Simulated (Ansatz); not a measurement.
# Changed inputs in constrained RPA: KCoBr3 (cubic perovskite) (Pm-3m)

Wanted: the sensitivity and cost of U and J for KCoBr3 (cubic perovskite) (Pm-3m).

Main program and level: Ansatz 0.2.0; constrained RPA on PBE, plane waves, PAW.

The structure was built from a prototype and need not be the compound's stable phase.

## 1. The structure

Symmetry: Pm-3m, No. 221, cubic system. The conventional cell has a = 5.044 Å, b = 5.044 Å, c = 5.044 Å, α = 90.00°, β = 90.00°, γ = 90.00°. Nearest to K lie 12 Br at 3.57 Å. Nearest to Co lie 6 Br at 2.52 Å. Nearest to Br lie 2 Co at 2.52 Å and 4 K at 3.57 Å. Farther neighbours and most contacts between anions are not listed.

The structure was relaxed with PBE. The structure type comes from a generator and need not be one that this composition takes. The structure was generated from a model, not taken from a measurement. The runs that relaxed it are not among those shown. The program's search for lower electronic states was switched off, so nothing shows that the state found is the lowest. The default PAW set here is soft_2. Its files were made with PBE.

## 2. Base: Co d, bands v4 to c1, 4×4×4 mesh, medium accuracy

Constrained RPA screens the interaction with every transition except those inside the target bands, which a later many-body model would treat itself.

File input.yaml:

```yaml
crystal:
  lattice:
    - [0.0, -5.0437755, 0.0]
    - [0.0, 0.0, 5.0437755]
    - [-5.0437755, 0.0, 0.0]
  atoms:
    - { symbol: K, position: [0.0, 0.0, 0.0] }
    - { symbol: Co, position: [0.5, 0.5, 0.5] }
    - { symbol: Br, position: [0.5, 0.5, 0.0] }
    - { symbol: Br, position: [0.5, 0.0, 0.5] }
    - { symbol: Br, position: [0.0, 0.5, 0.5] }
kpoints:
  mp_grid: { grid: [6, 6, 6] }
hamiltonian:
  xc: pbe
scf:
  occupations: { method: gaussian, width: 0.08 }
  n_extra_bands: 19
  max_iter: 150
  lower_state_search: "off"
output:
  crpa:
    kmesh: [4, 4, 4]
    target_bands: [v4, c1]
    projections: [{ species: Co, l: d, shell: 3 }]
  local_orbitals:
    kmesh: [8, 8, 8]
    orbitals: [{ species: Co, l: d, shell: 3 }]
    window: { bands: [v4, c1] }
    seedname: lo
```

Started as:

```console
ansatz run input.yaml --threads 4 --pin off --max-ram 9216MiB --backend cpu --events-out ev --progress --plain --runs-dir out
```

Numbers of over 12 decimals in the logs are rounded to 6 here.

Log:

```text
scf.n_extra_bands = 19 over 24 filled bands (N_el = 47.0): the run solves 43 bands
Engine: ansatz 0.2.0, aarch64-unknown-linux-gnu
Pseudopotentials: kind: paw
Pseudopotential: K, paw, valence charge 9, recommended cutoff 420 eV (normal), K.paw.azcp
Pseudopotential: Co, paw, valence charge 17, recommended cutoff 420 eV (normal), Co.paw.azcp
Pseudopotential: Br, paw, valence charge 7, recommended cutoff 420 eV (normal), Br.paw.azcp
Functional definition: PBE
  parameter kappa = 0.804
  parameter beta = 0.066725
  exchange = pbe_x(kappa = kappa, mu = beta*pi^2/3)
  correlation = pbe_c(beta = beta)
Crystal: 5 atoms, lattice volume = 128.312 Å³
Basis set: ecut = 420 eV, 2517 PW (Γ)
Bands: 43, of which v1, the nominal top of the filled ones, is band 24 counted from 1 (23 counted from 0)
Symmetry: 48 space group operations
Space group: Pm-3m (ITA 221), of the structure as read, at distance tolerance 5.0e-5 Å
k-points: 20 of 216
Non-local potential: K, projectors of the file, l = 0: 3, l = 1: 2, l = 2: 2
Non-local potential: Co, projectors of the file, l = 0: 3, l = 1: 2, l = 2: 3, l = 3: 1
Non-local potential: Br, projectors of the file, l = 0: 2, l = 1: 2, l = 2: 2
PAW form: soft (Blöchl's): semilocal exchange-correlation on the pseudo side does not see the compensation charge
PAW one-centre angular grid: K, 110 points (default); XC on 64 Gauss nodes
PAW one-centre angular grid: Co, 590 points (default); XC on 64 Gauss nodes
PAW one-centre angular grid: Br, 110 points (default); XC on 64 Gauss nodes
Initial density: superposition of atomic densities (neutral atoms: chi_scale 0, normalization atom), corrected by the library's trained network
Initial wavefunctions: pseudopotential atomic-orbital guess
Functional: x = pbe(κ = 0.804, μ = 0.219515), c = pbe(β = 0.066725)
SCF iter   1: F=—  HF=-15016.999849 eV  |F-HF|=—  |Δ(HF+E_count)|=         —  Δρ=1.06e-2  dr2=3.90e-2  ethr=1.77e-3  ⟨swp⟩=6.4  Hψ=4188  notcnv=0  defer=150
preconditioner: auto → LDOS  [insulator: Δε(μ)=0.121 eV  Ē_g=14.240 eV  σ=0.080 eV  W_gap=0.58  n_scr=26 (ndim 8)  ℏωp=19.9 eV  f_vac=0.022  D(μ)=2.97/eV (n_scr^D=18)  ε∞_Penn≈3.0  β→1.0]
SCF iter   2: F=—  HF=-15016.997723 eV  |F-HF|=—  |Δ(HF+E_count)|=   2.13e-3  Δρ=3.28e-3  dr2=7.05e-3  ethr=8.30e-5  ⟨swp⟩=2.4  Hψ=1378  notcnv=0  defer=221
SCF iter   3: F=—  HF=-15016.996936 eV  |F-HF|=—  |Δ(HF+E_count)|=   7.87e-4  Δρ=1.95e-3  dr2=2.37e-3  ethr=1.50e-5  ⟨swp⟩=2.0  Hψ=1119  notcnv=0  defer=221
SCF iter   4: F=—  HF=-15016.996349 eV  |F-HF|=—  |Δ(HF+E_count)|=   5.86e-4  Δρ=4.34e-4  dr2=1.26e-4  ethr=5.05e-6  ⟨swp⟩=2.6  Hψ=914  notcnv=0  defer=221
SCF iter   5: F=—  HF=-15016.996299 eV  |F-HF|=—  |Δ(HF+E_count)|=   5.08e-5  Δρ=7.28e-5  dr2=1.14e-5  ethr=2.67e-7  ⟨swp⟩=2.0  Hψ=1086  notcnv=0  defer=221
SCF iter   6: F=—  HF=-15016.996297 eV  |F-HF|=—  |Δ(HF+E_count)|=   1.76e-6  Δρ=5.32e-5  dr2=3.61e-6  ethr=2.42e-8  ⟨swp⟩=1.4  Hψ=706  notcnv=0  defer=221
SCF iter   7: F=-15016.996296 eV  HF=-15016.996296 eV  |F-HF|=1.75e-8  |Δ(HF+E_count)|=   4.80e-7  Δρ=4.49e-6  dr2=2.46e-8  ethr=2.13e-10  ⟨swp⟩=11.0  Hψ=4685  notcnv=0
SCF 1 converged in 7 iterations: F = -15016.996296 eV  dr2 = 2.46e-8
[...]
NSCF: frozen V_eff on 38 k-points
NSCF: frozen V_eff on 10 k-points
[...]
cRPA screening: q 1/64
cRPA screening: q 2/64
cRPA screening: q 8/64 (q-point 3)
cRPA screening: q 11/64 (q-point 6)
cRPA screening: q 23/64 (q-point 7)
cRPA screening: q 35/64 (q-point 11)
cRPA screening: q 38/64 (q-point 22)
cRPA screening: q 46/64 (q-point 23)
cRPA screening: q 58/64 (q-point 27)
cRPA screening: q 64/64 (q-point 43)
SCF converged after 7 iterations
Free energy (F): -15016.996296 eV
Harris-Foulkes:  -15016.996296 eV  (|F-HF|=1.75e-8)
Internal energy: -15016.984293 eV  (E = F + TS)
E sigma→0 (E₀):  -15016.990295 eV
Entropy (-TS):   -0.012003 eV (-2.401 meV/atom)
Fermi energy:    5.345107 eV
--- Per-component energies (eV) ---
  E_band       = -563.117162
  E_kinetic    = 1103.669730
  E_local      = -6046.225422  (includes V_loc(G=0)·N_el)
  E_nonlocal   = 689.633867
  E_hartree    = 2464.210145
  E_xc         = -1084.757912
  E_vxc        = -677.014233  (∫ρ·V_xc dr)
  E_paw        = -9042.734980  (= ΣΔE_a)
  E_vpaw       = -561.613797  (= ΣTr[D̂ρ^β])
  E_aug_tail   = 0.000118  (compensation charges beyond the density's cutoff)
  E_ewald      = -3100.779840
  E_smearing   = -0.012003  (= −TS)
  E_closure    = 0.000000  (closes the sum)
  Σ components = -15016.996296   (vs F -15016.996296, Δ=0.00e0)
--- Band table (eV; the first three rows and the last of 20) ---
  k-point 0: bands = [... 20 lower, 4.5398, 4.5398, 4.5398, 4.8004, 4.8004, 7.6682, 9.0672, 10.4766, ... 15 higher]
  k-point 1: bands = [... 20 lower, 4.5425, 4.8011, 4.8077, 4.8077, 5.1224, 8.2080, 9.5090, 10.6931, ... 15 higher]
  k-point 2: bands = [... 20 lower, 4.5479, 4.8023, 5.1153, 5.1153, 5.3574, 9.5599, 10.5196, 11.2196, ... 15 higher]
  k-point 19: bands = [... 20 lower, 5.2598, 5.2598, 5.2598, 7.2337, 7.2337, 9.8997, 10.7024, 10.7024, ... 15 higher]
--- cRPA (band scheme, projected local orbitals): target bands 21..25 (1-based), 5 Wannier function(s), 4×4×4 mesh, 50 bands' worth read of 55 solved, ecut_chi 136.0 eV, v(q+G=0) probe_charge, pair densities all_electron ---
  bands read: the sum over 50 bands ends inside a degenerate multiplet in 7 slots, whose members it reads at an even weight; the widest, k=0: bands 50 to 52 (counted from 1) at 1/3 each
  χ-basis size per q: N_G = 446..480
  window electrons = 7.0000, filled by tetrahedron_uncorrected; constrained ε̄⁻¹(q = 0, 0) head = 0.245035; min gauge Gram eig = 0.5696
  Kanamori averages over each shell's own Wannier functions (sites counted from 0, functions from 1):
    Site 1, 3D, 5 of 5 d orbitals (Wannier functions 1, 2, 3, 4, 5; wannier90's mr 1, 2, 3, 4, 5):
      screened: U = 3.7388 eV, U' = 2.7757 eV, J = 0.4758 eV
      screened d-shell averages: U_bar = F0 = 2.9683 eV, J_bar = 0.6684 eV
      screened, to within: U = 4.0e-3 eV, U' = 4.0e-3 eV, J = 6.4e-4 eV
      screened d-shell averages, to within: U_bar = 3.0e-3 eV, J_bar = 8.9e-4 eV
      bare: V = 18.5692 eV, V' = 17.2883 eV, J = 0.6051 eV
      bare d-shell averages: V_bar = F0 = 17.5444 eV, J_bar = 0.8613 eV
  Hermiticity witness max|P − P†| over intra, direct and exchange elements: 1.07e-14 eV (screened), 3.55e-15 eV (bare)
  Reality witness max|Im| over intra, direct and exchange elements: 1.65e-18 eV (screened), 2.95e-19 eV (bare)
```

Run time: 2.9 min. Hardware: 4 threads of Arm Neoverse V2, shared host; peak memory 0.8 GiB.

Reading the cycles: dr2 is the Hartree energy of the density residual (eV), the measure of convergence; HF is the Harris–Foulkes estimate of the energy, which meets the free energy F at convergence.

This step gave:

| Item | Value |
| --- | --- |
| U | 3.739 eV |
| U prime (inter-orbital) | 2.776 eV |
| J | 0.4758 eV |
| bare V | 18.57 eV |
| bare J | 0.6051 eV |
| stated bound on U | 0.003960 eV |
| U over bare V | 0.2013 |
| electrons in the window | 7.000 |
| head of the constrained inverse dielectric matrix | 0.2450 |
| least eigenvalue of the projection's overlap | 0.5696 |
| target functions | 5 |
| bands in the sums | 50 |
| r.m.s. miss of the model bands | 0.001864 eV |
| width of the target bands | 2.694 eV |
| weight of the projected orbitals in the window | 0.8172 |

On the Co d shell, screening brings the on-site interaction from 18.6 eV down to U = 3.74 eV.

## 3. Changed: 2×2×2 mesh

input.yaml: that of step 2 with these lines changed.

```diff
@@ -22,9 +22,4 @@
   crpa:
-    kmesh: [4, 4, 4]
+    kmesh: [2, 2, 2]
     target_bands: [v4, c1]
     projections: [{ species: Co, l: d, shell: 3 }]
-  local_orbitals:
-    kmesh: [8, 8, 8]
-    orbitals: [{ species: Co, l: d, shell: 3 }]
-    window: { bands: [v4, c1] }
-    seedname: lo
```

Log:

```text
[...]
Crystal: 5 atoms, lattice volume = 128.312 Å³
Basis set: ecut = 420 eV, 2517 PW (Γ)
Bands: 43, of which v1, the nominal top of the filled ones, is band 24 counted from 1 (23 counted from 0)
Symmetry: 48 space group operations
[...]
k-points: 20 of 216
[...]
SCF iter   1: F=—  HF=-15016.999849 eV  |F-HF|=—  |Δ(HF+E_count)|=         —  Δρ=1.06e-2  dr2=3.90e-2  ethr=1.77e-3  ⟨swp⟩=6.4  Hψ=4188  notcnv=0  defer=150
[...]
SCF iter   7: F=-15016.996296 eV  HF=-15016.996296 eV  |F-HF|=1.75e-8  |Δ(HF+E_count)|=   4.80e-7  Δρ=4.49e-6  dr2=2.46e-8  ethr=2.13e-10  ⟨swp⟩=11.0  Hψ=4685  notcnv=0
SCF 1 converged in 7 iterations: F = -15016.996296 eV  dr2 = 2.46e-8
[...]
NSCF: frozen V_eff on 4 k-points
[...]
cRPA screening: q 1/8
cRPA screening: q 2/8
cRPA screening: q 5/8 (q-point 4)
cRPA screening: q 8/8
SCF converged after 7 iterations
Free energy (F): -15016.996296 eV
[...]
Internal energy: -15016.984293 eV  (E = F + TS)
E sigma→0 (E₀):  -15016.990295 eV
Entropy (-TS):   -0.012003 eV (-2.401 meV/atom)
Fermi energy:    5.345107 eV
[...]
--- Band table (eV; the first three rows and the last of 20) ---
  k-point 0: bands = [... 20 lower, 4.5398, 4.5398, 4.5398, 4.8004, 4.8004, 7.6682, 9.0672, 10.4766, ... 15 higher]
  k-point 1: bands = [... 20 lower, 4.5425, 4.8011, 4.8077, 4.8077, 5.1224, 8.2080, 9.5090, 10.6931, ... 15 higher]
  k-point 2: bands = [... 20 lower, 4.5479, 4.8023, 5.1153, 5.1153, 5.3574, 9.5599, 10.5196, 11.2196, ... 15 higher]
  k-point 19: bands = [... 20 lower, 5.2598, 5.2598, 5.2598, 7.2337, 7.2337, 9.8997, 10.7024, 10.7024, ... 15 higher]
[...]
χ-basis size per q: N_G = 461..480
[...]
screened: U = 4.4169 eV, U' = 3.3721 eV, J = 0.5162 eV
      screened d-shell averages: U_bar = F0 = 3.5811 eV, J_bar = 0.7252 eV
      screened, to within: U = 4.8e-3 eV, U' = 4.8e-3 eV, J = 7.1e-4 eV
      screened d-shell averages, to within: U_bar = 3.7e-3 eV, J_bar = 9.9e-4 eV
      bare: V = 19.7938 eV, V' = 18.4529 eV, J = 0.6500 eV
      bare d-shell averages: V_bar = F0 = 18.7211 eV, J_bar = 0.9182 eV
[...]
```

Run time: 21 s. Hardware: 4 threads; peak memory 0.66 GiB; 74 s of CPU time.

Numbers from this step:

- U: 4.417 eV
- U prime (inter-orbital): 3.372 eV
- J: 0.5162 eV
- bare V: 19.79 eV
- bare J: 0.6500 eV
- stated bound on U: 0.004748 eV
- U over bare V: 0.2231
- electrons in the window: 7.000
- head of the constrained inverse dielectric matrix: 0.1957
- least eigenvalue of the projection's overlap: 0.5696
- target functions: 5
- bands in the sums: 50
- width of the target bands: 2.694 eV
- weight of the projected orbitals in the window: 0.8172

On the Co d shell, screening brings the on-site interaction from 19.8 eV down to U = 4.42 eV.

## 4. Changed: sums over states

input.yaml: that of step 3 with these lines changed.

```diff
@@ -22,4 +22,7 @@
   crpa:
-    kmesh: [2, 2, 2]
+    kmesh: [4, 4, 4]
     target_bands: [v4, c1]
     projections: [{ species: Co, l: d, shell: 3 }]
+    accuracy: sum_over_states
+    n_empty_bands: 48
+    ecut_chi: 136
```

Log:

```text
[...]
Crystal: 5 atoms, lattice volume = 128.312 Å³
Basis set: ecut = 420 eV, 2517 PW (Γ)
Bands: 43, of which v1, the nominal top of the filled ones, is band 24 counted from 1 (23 counted from 0)
Symmetry: 48 space group operations
[...]
k-points: 20 of 216
[...]
χ-basis size per q: N_G = 446..480
[...]
U and J over all bands: no bound (output.crpa.accuracy: sum_over_states); those below are of the sums over the bands read on the sphere of ecut_chi, with what the atoms add
[...]
screened: U = 3.9600 eV, U' = 2.8858 eV, J = 0.5228 eV
      screened d-shell averages: U_bar = F0 = 3.1006 eV, J_bar = 0.7377 eV
      bare: V = 18.5692 eV, V' = 17.2883 eV, J = 0.6051 eV
      bare d-shell averages: V_bar = F0 = 17.5444 eV, J_bar = 0.8613 eV
[...]
[key lines of the parts left out:]
SCF converged after 7 iterations
Free energy (F): -15016.996296 eV
Fermi energy:    5.345107 eV
```

Elapsed: 12 s, on 4 threads; peak memory 0.7 GiB; 45 s of CPU time.

This variant gives U = 3.96 eV against 3.74 eV. It is a finite sum over empty states with no bound on its error and stays out of the table below.

## 5. Changed: sums over states on smooth products

input.yaml: that of step 4 with these lines changed.

```diff
@@ -26,2 +26,3 @@
     accuracy: sum_over_states
+    pair_densities: pseudo
     n_empty_bands: 48
```

Log:

```text
[...]
Crystal: 5 atoms, lattice volume = 128.312 Å³
Basis set: ecut = 420 eV, 2517 PW (Γ)
Bands: 43, of which v1, the nominal top of the filled ones, is band 24 counted from 1 (23 counted from 0)
Symmetry: 48 space group operations
[...]
k-points: 20 of 216
[...]
k-point 19: bands = [... 20 lower, 5.2598, 5.2598, 5.2598, 7.2337, 7.2337, 9.8997, 10.7024, 10.7024, ... 15 higher]
[...]
χ-basis size per q: N_G = 446..480
[...]
screened: U = 4.2369 eV, U' = 3.0481 eV, J = 0.5807 eV
      screened d-shell averages: U_bar = F0 = 3.2859 eV, J_bar = 0.8184 eV
      bare: V = 18.5692 eV, V' = 17.2883 eV, J = 0.6051 eV
      bare d-shell averages: V_bar = F0 = 17.5444 eV, J_bar = 0.8613 eV
[...]
[key lines of the parts left out:]
SCF converged after 7 iterations
Free energy (F): -15016.996296 eV
Fermi energy:    5.345107 eV
```

Run time: 9.3 s. Hardware: 4 threads; peak memory 0.61 GiB.

This variant gives U = 4.24 eV against 3.74 eV. It is a finite sum over empty states with no bound on its error and stays out of the table below.

## 6. Changed: sums without a band count

input.yaml: that of step 5 with these lines changed.

```diff
@@ -26,4 +26 @@
     accuracy: sum_over_states
-    pair_densities: pseudo
-    n_empty_bands: 48
-    ecut_chi: 136
```

Log:

```text
Error: 2 input errors — fix all and re-run
  1. invalid value for `output.crpa.n_empty_bands`: is left out, and the sums over bands alone (accuracy: sum_over_states under output.crpa) have no default for it, since their result follows it; type one, or take accuracy: low, medium or high under output.crpa
  2. invalid value for `output.crpa.ecut_chi`: is left out, and the sums over bands alone (accuracy: sum_over_states under output.crpa) have no default for it, since their result follows it; type one, or take accuracy: low, medium or high under output.crpa
```

The job ended after 0.05 s (4 threads; peak memory 0.076 GiB).

The input was rejected at the start.

The program's message: “Error: 2 input errors — fix all and re-run”

The fault put into this input: sums without a band count.

## 7. Changed: potentials

input.yaml: that of step 6 with these lines changed.

```diff
@@ -15,2 +15,3 @@
   xc: pbe
+  pseudopotentials: { kind: paw, source: ansatz }
 scf:
@@ -25,2 +26 @@
     projections: [{ species: Co, l: d, shell: 3 }]
-    accuracy: sum_over_states
```

Log:

```text
[...]
Crystal: 5 atoms, lattice volume = 128.312 Å³
Basis set: ecut = 900 eV, 7881 PW (Γ)
Bands: 58, of which v1, the nominal top of the filled ones, is band 39 counted from 1 (38 counted from 0)
Symmetry: 48 space group operations
[...]
k-points: 20 of 216
[...]
χ-basis size per q: N_G = 446..480
[...]
screened: U = 3.7351 eV, U' = 2.7770 eV, J = 0.4732 eV
      screened d-shell averages: U_bar = F0 = 2.9686 eV, J_bar = 0.6648 eV
      screened, to within: U = 4.3e-3 eV, U' = 4.3e-3 eV, J = 8.0e-4 eV
      screened d-shell averages, to within: U_bar = 3.0e-3 eV, J_bar = 1.2e-3 eV
      bare: V = 18.5687 eV, V' = 17.2883 eV, J = 0.6050 eV
      bare d-shell averages: V_bar = F0 = 17.5444 eV, J_bar = 0.8611 eV
[...]
[key lines of the parts left out:]
SCF converged after 12 iterations
Free energy (F): -25078.329427 eV
Fermi energy:    7.028046 eV
```

It took 16 min on 4 threads; peak memory 2.1 GiB.

Numbers from this step:

| Property | Result |
| --- | --- |
| U | 3.735 eV |
| U prime (inter-orbital) | 2.777 eV |
| J | 0.4732 eV |
| bare V | 18.57 eV |
| bare J | 0.6050 eV |
| stated bound on U | 0.004245 eV |
| U over bare V | 0.2012 |
| electrons in the window | 7.000 |
| head of the constrained inverse dielectric matrix | 0.2451 |
| least eigenvalue of the projection's overlap | 0.5872 |
| target functions | 5 |
| bands in the sums | 80 |
| width of the target bands | 2.692 eV |
| weight of the projected orbitals in the window | 0.8240 |

On the Co d shell, screening brings the on-site interaction from 18.6 eV down to U = 3.74 eV.

## 8. Changed: r2SCAN

This step: constrained RPA on r2SCAN, plane waves, PAW.

input.yaml: that of step 7 with these lines changed.

```diff
@@ -14,4 +14,3 @@
 hamiltonian:
-  xc: pbe
-  pseudopotentials: { kind: paw, source: ansatz }
+  xc: r2scan
 scf:
```

Log:

```text
[...]
Crystal: 5 atoms, lattice volume = 128.312 Å³
Basis set: ecut = 500 eV, 3239 PW (Γ), exchange–correlation on 160×160×160 points (64 copies of the dense FFT grid, shifted against one another)
Bands: 43, of which v1, the nominal top of the filled ones, is band 24 counted from 1 (23 counted from 0)
Symmetry: 48 space group operations
[...]
k-points: 20 of 216
[...]
χ-basis size per q: N_G = 446..480
[...]
screened: U = 4.0463 eV, U' = 3.0783 eV, J = 0.4804 eV
      screened d-shell averages: U_bar = F0 = 3.2719 eV, J_bar = 0.6740 eV
      screened, to within: U = 7.4e-3 eV, U' = 7.4e-3 eV, J = 6.9e-4 eV
      screened d-shell averages, to within: U_bar = 6.3e-3 eV, J_bar = 9.7e-4 eV
      bare: V = 18.5481 eV, V' = 17.2945 eV, J = 0.6073 eV
      bare d-shell averages: V_bar = F0 = 17.5452 eV, J_bar = 0.8581 eV
[...]
[key lines of the parts left out:]
SCF converged after 8 iterations
Free energy (F): -15056.990950 eV
Fermi energy:    5.314906 eV
```

Elapsed: 3.5 min, on 4 threads; peak memory 1.1 GiB.

This step gave:

```yaml
u: 4.046 eV
u_prime_inter_orbital: 3.078 eV
j: 0.4804 eV
bare_v: 18.55 eV
bare_j: 0.6073 eV
stated_bound_on_u: 0.007348 eV
u_over_bare_v: 0.2181
electrons_in_the_window: 7.000
head_of_the_constrained_inverse_dielectric_matrix: 0.2697
least_eigenvalue_of_the_projection_s_overlap: 0.5992
target_functions: 5
bands_in_the_sums: 50
width_of_the_target_bands: 3.324 eV
weight_of_the_projected_orbitals_in_the_window: 0.8109
```

On the Co d shell, screening brings the on-site interaction from 18.5 eV down to U = 4.05 eV.

## 9. Side by side

Times are wall times on 4 threads of Arm Neoverse V2, shared host, good to a factor of about two.

| run | bare V (eV) | U (eV) | J (eV) | bound on U (eV) | width (eV) | time |
| --- | --- | --- | --- | --- | --- | --- |
| target window | 18.57 | 3.739 | 0.476 | 0.0040 | 2.69 | 2.9 min |
| 2×2×2 mesh | 19.79 | 4.417 | 0.516 | 0.0047 | 2.69 | 21 s |
| potentials | 18.57 | 3.735 | 0.473 | 0.0042 | 2.69 | 16 min |
| r2SCAN | 18.55 | 4.046 | 0.480 | 0.0073 | 3.32 | 3.5 min |

## 10. Results

- target window: U 3.74 eV, J 0.48 eV
- 2×2×2 mesh: U 4.42 eV, J 0.52 eV
- potentials: U 3.74 eV, J 0.47 eV
- r2SCAN: U 4.05 eV, J 0.48 eV

What this shows: 2×2×2 mesh moves U by +0.68 eV at 0.12 times the time. Potentials moves U by −0.004 eV (within the solver's bounds, for the mean over orbitals) at 5.5 times the time. r2SCAN moves U by +0.31 eV. The printed bound covers the solver alone, not the mesh, and no denser mesh than the base was run. The parent state is non-magnetic and the interaction static (zero frequency); U depends on the window and the orbitals, so it belongs to this model alone.

[Paths, hosts, dates, memory and timing lines, banners, echoed tables and standing remarks are left out of the program output.]

[Logs are printed without paths, hosts, clocks, repeated set-up lines and the standing remarks that a program may print on its own settings, such as how far it seeks lower states.]

[Runs of the session that timed out or met a known fault of the program may be left out.]

[Hosts, paths, dates, database ids (printed as entryN), source tags and the programs' standing remarks are cut or masked in the printed files.]
